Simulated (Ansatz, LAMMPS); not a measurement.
## Glassy 59SiO2-41ZnO (mol %) (140 atoms): where an added charge goes

Aim: add and remove one electron in glassy 59SiO2-41ZnO (mol %) (140 atoms), with atoms held and relaxed, and read trapping energy and localisation.

Method: Kohn-Sham DFT, PBE, PAW (set soft_2), plane waves, in Ansatz 0.2.0.

**1. The starting structure**

The cell holds 140 atoms: 32 Si, 22 Zn and 86 O. Cell: a = 12.245 Å, b = 12.245 Å, c = 12.245 Å, α = 90.0°, β = 90.0°, γ = 90.0°. 140 atoms (32 Si, 22 Zn, 86 O) placed at random at 3.08 g/cm³, melted at 4000 K for 10 ps at fixed volume with the Morse and Coulomb pair potential with partial charges (Pedone, Malavasi, Menziani, Cormack and Segre, J. Phys. Chem. B 110, 11780 (2006)). Quenched from 4000 K to 300 K at 50 K/ps and fixed volume, held 10 ps at zero pressure, then minimised at fixed cell.

Limits known from the start: The quench rate of 50 K/ps is orders of magnitude faster than experiment, which tends to freeze in extra defects. The starting topology of bonds comes from the classical model, and needn't be the one that DFT or experiment would give. Sampling is at Γ alone, for a cell whose shortest periodic width is 12 Å.

**2. Single point at the start**

The forces at the start show how far the geometry lies from a minimum of this functional.

The input, input.yaml:

```yaml
crystal:
  lattice:
    - [12.24528, 0.0, 0.0]
    - [0.0, 12.24528, 0.0]
    - [0.0, 0.0, 12.24528]
  atoms:
    - { symbol: Si, position: [0.0999, 0.02325, 0.6879] }
    - { symbol: Si, position: [0.77795, 0.70374, 0.04334] }
    - { symbol: Si, position: [0.68118, 0.28292, 0.70627] }
    - { symbol: Si, position: [0.22772, 0.08714, 0.89836] }
    - { symbol: Si, position: [0.39918, 0.57818, 0.95534] }
    - { symbol: Si, position: [0.84353, 0.12564, 0.93377] }
    - { symbol: Si, position: [0.43111, 0.44977, 0.48727] }
    - { symbol: Si, position: [0.0904, 0.71712, 0.51365] }
    - { symbol: Si, position: [0.19997, 0.30897, 0.01607] }
    - { symbol: Si, position: [0.44592, 0.98886, 0.84637] }
    - { symbol: Si, position: [0.63805, 0.10231, 0.2624] }
    - { symbol: Si, position: [0.89722, 0.62881, 0.81913] }
    - { symbol: Si, position: [0.68032, 0.69752, 0.6941] }
    - { symbol: Si, position: [0.00181, 0.77136, 0.12722] }
    - { symbol: Si, position: [0.43749, 0.20596, 0.69806] }
    - { symbol: Si, position: [0.21364, 0.94017, 0.47102] }
    - { symbol: Si, position: [0.37054, 0.82882, 0.18734] }
    - { symbol: Si, position: [0.1052, 0.77017, 0.7585] }
    - { symbol: Si, position: [0.67617, 0.9894, 0.48089] }
    - { symbol: Si, position: [0.64576, 0.2734, 0.96618] }
    - { symbol: Si, position: [0.07425, 0.27155, 0.43573] }
    - { symbol: Si, position: [0.03151, 0.46247, 0.70138] }
    - { symbol: Si, position: [0.66138, 0.74333, 0.42903] }
    - { symbol: Si, position: [0.3494, 0.76306, 0.79492] }
    - { symbol: Si, position: [0.38229, 0.06799, 0.27841] }
    - { symbol: Si, position: [0.69382, 0.42508, 0.5085] }
    - { symbol: Si, position: [0.45615, 0.62443, 0.31737] }
    - { symbol: Si, position: [0.03321, 0.99938, 0.04356] }
    - { symbol: Si, position: [0.05382, 0.95198, 0.28806] }
    - { symbol: Si, position: [0.31778, 0.22114, 0.47636] }
    - { symbol: Si, position: [0.74811, 0.31141, 0.29728] }
    - { symbol: Si, position: [0.08735, 0.51784, 0.35611] }
    [... 102 atom lines left out ...]
    - { symbol: O, position: [0.72146, 0.32489, 0.42565] }
    - { symbol: O, position: [0.0368, 0.82828, 0.2415] }
    - { symbol: O, position: [0.64064, 0.87359, 0.42496] }
    - { symbol: O, position: [0.36914, 0.93999, 0.25754] }
    - { symbol: O, position: [0.02103, 0.86947, 0.03836] }
    - { symbol: O, position: [0.3797, 0.47539, 0.60224] }
kpoints:
  mp_grid: { grid: [1, 1, 1] }
hamiltonian:
  xc: pbe
scf:
  occupations: { method: gaussian, width: 0.025 }
output:
  forces: true
```

On the command line:

```sh
> ansatz run input.yaml --threads 8 --pin off --max-ram 15872MiB --backend cpu --events-out ev --progress --plain --runs-dir out
```

Numbers of over 12 decimals in the logs are rounded to 6 here.

The log of the run:

```text
[...]
Pseudopotentials: kind: paw
Pseudopotential: Si, paw, valence charge 4, recommended cutoff 420 eV (normal), Si.paw.azcp
Pseudopotential: Zn, paw, valence charge 12, recommended cutoff 420 eV (normal), Zn.paw.azcp
Pseudopotential: O, paw, valence charge 6, recommended cutoff 420 eV (normal), O.paw.azcp
[...]
Crystal: 140 atoms, lattice volume = 1836.142 Å³
Basis set: ecut = 420 eV, 35825 PW (Γ), exchange–correlation on 180×180×180 points (8 copies of the dense FFT grid, shifted against one another)
Bands: 594, of which v1, the nominal top of the filled ones, is band 454 counted from 1 (453 counted from 0)
Symmetry: 1 space group operations
Space group: P1 (ITA 1), of the structure as read, at distance tolerance 1.2e-4 Å
k-points: 1
[...]
Initial density: superposition of atomic densities (neutral atoms: chi_scale 0, normalization atom), corrected by the library's trained network
Initial wavefunctions: pseudopotential atomic-orbital guess
[...]
SCF iter   1: F=—  HF=-142261.919006 eV  |F-HF|=—  |Δ(HF+E_count)|=         —  Δρ=2.25e-3  dr2=1.76e-1  ethr=1.77e-3  ⟨swp⟩=6.0  Hψ=2593  notcnv=0  defer=43
preconditioner: auto → Resta (q_TF=auto, 2.426 Å⁻¹)  ε∞=4.0  [insulator: Δε(μ)=2.567 eV  Ē_g=14.980 eV  σ=0.025 eV  W_gap=1.00  n_scr=460 (ndim 8)  ℏωp=26.1 eV  f_vac=0.157  D(μ)=0.00/eV (n_scr^D=0)  ε∞_Penn≈4.0]
SCF iter   2: F=—  HF=-142261.905084 eV  |F-HF|=—  |Δ(HF+E_count)|=   1.39e-2  Δρ=1.24e-3  dr2=5.35e-2  ethr=1.94e-5  ⟨swp⟩=2.0  Hψ=1014  notcnv=0  defer=133
SCF iter   3: F=—  HF=-142261.900365 eV  |F-HF|=—  |Δ(HF+E_count)|=   4.72e-3  Δρ=6.92e-4  dr2=1.56e-2  ethr=5.89e-6  ⟨swp⟩=2.0  Hψ=849  notcnv=0  defer=65
automatic band count: iteration 3 solves 526 bands in place of 594: the levels show a gap, and the empty bands left out lie too high to hold charge; the band table lists the bands solved (type scf.n_extra_bands for more)
SCF iter   4: F=—  HF=-142261.896897 eV  |F-HF|=—  |Δ(HF+E_count)|=   3.47e-3  Δρ=2.73e-4  dr2=1.79e-3  ethr=1.72e-6  ⟨swp⟩=2.0  Hψ=850  notcnv=0  defer=65
SCF iter   5: F=—  HF=-142261.896711 eV  |F-HF|=—  |Δ(HF+E_count)|=   1.86e-4  Δρ=1.71e-4  dr2=5.41e-4  ethr=1.97e-7  ⟨swp⟩=2.0  Hψ=844  notcnv=0  defer=65
[...]
SCF iter   9: F=—  HF=-142261.901114 eV  |F-HF|=—  |Δ(HF+E_count)|=   1.44e-6  Δρ=5.84e-6  dr2=5.81e-7  ethr=2.83e-10  ⟨swp⟩=2.0  Hψ=842  notcnv=0  defer=65
SCF iter  10: F=-142261.901114 eV  HF=-142261.901114 eV  |F-HF|=4.20e-8  |Δ(HF+E_count)|=   7.04e-8  Δρ=1.83e-6  dr2=6.90e-8  ethr=1.10e-11  ⟨swp⟩=2.0  Hψ=1836  notcnv=0
SCF 1 converged in 10 iterations: F = -142261.901114 eV  dr2 = 6.90e-8
[...]
SCF converged after 10 iterations
Free energy (F): -142261.901114 eV
Harris-Foulkes:  -142261.901114 eV  (|F-HF|=4.20e-8)
Internal energy: -142261.901114 eV  (E = F + TS)
E sigma→0 (E₀):  -142261.901114 eV
Fermi energy:    5.539452 eV
--- Per-component energies (eV) ---
[...]
Σ components = -142261.901114   (vs F -142261.901114, Δ=0.00e0)
--- Forces (eV/Å), atoms counted from 1 ---
  atom   1  Si     1.47981586    -1.97940259     0.04256491
  atom   2  Si     1.46684617    -0.44813709    -1.38467527
  atom   3  Si    -0.87098376    -0.21840953     0.49442410
  atom   4  Si    -0.69896062    -0.72561303    -0.78016111
[...]
atom 140  O     -1.17561799     0.58567820     2.07121948
  max |Σ_I F_I| component: 2.64e-5 eV/Å
```

The job ended after 22 s (8 threads of Arm Neoverse V1, shared host; peak memory 3.1 GiB; 2.8 min of CPU time).

The column dr2 measures how far the density is from self-consistency, as an energy; F and HF (Harris–Foulkes) agree once it is small.

The r.m.s. force at the start is 0.89 eV/Å.

**3. Relaxation**

The atoms are relaxed in the fixed cell, aiming at the force tolerance of the input.

The input, input.yaml:

```yaml
crystal:
  lattice:
    - [12.24528, 0.0, 0.0]
    - [0.0, 12.24528, 0.0]
    - [0.0, 0.0, 12.24528]
  atoms:
    [... the 140 atom lines of step 2 ...]
kpoints:
  mp_grid: { grid: [1, 1, 1] }
hamiltonian:
  xc: pbe
scf:
  occupations: { method: gaussian, width: 0.025 }
output:
  forces: true
relax:
  f_tol: 0.05
  max_steps: 120
```

The log of the run:

```text
[...]
Crystal: 140 atoms, lattice volume = 1836.142 Å³
Basis set: ecut = 420 eV, 35825 PW (Γ), exchange–correlation on 180×180×180 points (8 copies of the dense FFT grid, shifted against one another)
Bands: 594, of which v1, the nominal top of the filled ones, is band 454 counted from 1 (453 counted from 0)
Symmetry: 1 space group operations
[...]
k-points: 1
[...]
SCF iter   1: F=—  HF=-142261.919006 eV  |F-HF|=—  |Δ(HF+E_count)|=         —  Δρ=2.25e-3  dr2=1.76e-1  ethr=1.77e-3  ⟨swp⟩=6.0  Hψ=2593  notcnv=0  defer=43
[...]
SCF iter   6: F=-142261.901094 eV  HF=-142261.901095 eV  |F-HF|=1.68e-6  |Δ(HF+E_count)|=   4.20e-5  Δρ=5.18e-5  dr2=5.82e-5  ethr=6.88e-9  ⟨swp⟩=2.0  Hψ=1896  notcnv=0
SCF 1 converged in 6 iterations: F = -142261.901094 eV  dr2 = 5.82e-5
[...]
relax step   1: F+E_penalty+E_count = -142261.90109361 eV  Δ(F+E_penalty+E_count) = +0.000e0 eV  max|allowed force component| = 2.936e0 eV/Å  Δτ_max = 0.0000 Å  (6 SCF iters, dr2 threshold 6.25e-5 eV, accepted)
[...]
relax step   2: F+E_penalty+E_count = -142264.85318946 eV  Δ(F+E_penalty+E_count) = -2.952e0 eV  max|allowed force component| = 1.692e0 eV/Å  Δτ_max = 0.0655 Å  (7 SCF iters, dr2 threshold 1.00e-4 eV, accepted)
[...]
relax step   3: F+E_penalty+E_count = -142267.31508454 eV  Δ(F+E_penalty+E_count) = -2.462e0 eV  max|allowed force component| = 4.617e-1 eV/Å  Δτ_max = 0.1853 Å  (8 SCF iters, dr2 threshold 1.00e-4 eV, accepted)
relax step   4: F+E_penalty+E_count = -142267.82913775 eV  Δ(F+E_penalty+E_count) = -5.141e-1 eV  max|allowed force component| = 4.002e-1 eV/Å  Δτ_max = 0.2000 Å  (8 SCF iters, dr2 threshold 1.59e-5 eV, accepted)
relax step   5: F+E_penalty+E_count = -142268.04953801 eV  Δ(F+E_penalty+E_count) = -2.204e-1 eV  max|allowed force component| = 2.209e-1 eV/Å  Δτ_max = 0.2000 Å  (8 SCF iters, dr2 threshold 1.19e-5 eV, accepted)
relax step   6: F+E_penalty+E_count = -142268.13617375 eV  Δ(F+E_penalty+E_count) = -8.664e-2 eV  max|allowed force component| = 1.619e-1 eV/Å  Δτ_max = 0.2000 Å  (7 SCF iters, dr2 threshold 1.49e-5 eV, accepted)
relax step   7: F+E_penalty+E_count = -142268.19690651 eV  Δ(F+E_penalty+E_count) = -6.073e-2 eV  max|allowed force component| = 1.077e-1 eV/Å  Δτ_max = 0.2000 Å  (8 SCF iters, dr2 threshold 7.98e-6 eV, accepted)
relax step   8: F+E_penalty+E_count = -142268.20504581 eV  Δ(F+E_penalty+E_count) = -8.139e-3 eV  max|allowed force component| = 1.156e-1 eV/Å  Δτ_max = 0.0672 Å  (7 SCF iters, dr2 threshold 5.14e-6 eV, accepted)
relax step   9: F+E_penalty+E_count = -142268.18990950 eV  Δ(F+E_penalty+E_count) = +1.514e-2 eV  max|allowed force component| = 2.521e-1 eV/Å  Δτ_max = 0.2000 Å  (8 SCF iters, dr2 threshold 5.92e-6 eV, rejected (line search))
relax step  10: F+E_penalty+E_count = -142268.22499888 eV  Δ(F+E_penalty+E_count) = -1.995e-2 eV  max|allowed force component| = 1.049e-1 eV/Å  Δτ_max = 0.0615 Å  (10 SCF iters, accepted)
relax step  11: F+E_penalty+E_count = -142268.22245762 eV  Δ(F+E_penalty+E_count) = +2.541e-3 eV  max|allowed force component| = 1.072e-1 eV/Å  Δτ_max = 0.0751 Å  (7 SCF iters, dr2 threshold 9.04e-6 eV, rejected (line search))
[...]
relax step  12: F+E_penalty+E_count = -142268.23329469 eV  Δ(F+E_penalty+E_count) = -8.296e-3 eV  max|allowed force component| = 3.373e-2 eV/Å  Δτ_max = 0.0376 Å  (9 SCF iters, accepted)
SCF converged after 9 iterations
Free energy (F): -142268.233295 eV
[...]
Internal energy: -142268.233295 eV  (E = F + TS)
E sigma→0 (E₀):  -142268.233295 eV
Fermi energy:    5.358601 eV
[...]
--- Forces (eV/Å), atoms counted from 1 ---
  atom   1  Si    -0.00351460     0.00971687    -0.00341401
  atom   2  Si    -0.00114424     0.00265694     0.00839006
  atom   3  Si    -0.00238213    -0.01073672     0.01610716
  atom   4  Si    -0.00972984     0.00853840    -0.00163625
  atom   5  Si    -0.01600660    -0.01693771     0.01207688
  atom   6  Si     0.01147136    -0.00281793    -0.00021537
  atom   7  Si    -0.00741612    -0.00397099     0.00667113
  atom   8  Si    -0.00859111    -0.00756162    -0.00910075
  atom   9  Si     0.01410867    -0.00255516    -0.00035371
  atom  10  Si     0.00899690     0.00096965    -0.01082323
  atom  11  Si    -0.00470285     0.01348943     0.00686548
  atom  12  Si     0.00101596     0.00211048     0.00082948
  atom  13  Si    -0.00144171    -0.00111245    -0.00199679
  atom  14  Si     0.00446849     0.00137439    -0.00358696
[...]
atom 139  O     -0.00410400    -0.00198987     0.00468558
  atom 140  O      0.00407283    -0.00458135    -0.01204619
  max |Σ_I F_I| component: 6.87e-5 eV/Å
--- Relaxed structure (12 steps of the walk, 10 accepted, 0 SCFs on fresh bases) ---
  F+E_penalty+E_count = -142268.23329469 eV   max|allowed force component| = 3.373e-2 eV/Å
  atoms:
    - { symbol: Si, position: [0.090160, 0.025651, 0.678564] }
    - { symbol: Si, position: [0.774524, 0.694772, 0.038605] }
    - { symbol: Si, position: [0.677941, 0.279327, 0.705854] }
    - { symbol: Si, position: [0.218659, 0.078547, 0.892601] }
[...]
- { symbol: O, position: [0.392899, 0.476749, 0.613097] }
```

Wall time 3.4 min (8 threads); peak memory 3.1 GiB.

The relaxation converged after 12 steps, 6.33 eV below its start, with a largest force component of 0.034 eV/Å.

[end of part 1 of 4]

[Logs are printed without paths, hosts, clocks, repeated set-up lines and the standing remarks that a program may print on its own settings, such as how far it seeks lower states.]

[Hosts, paths, dates, database ids (printed as entryN), source tags and the programs' standing remarks are cut or masked in the printed files.]
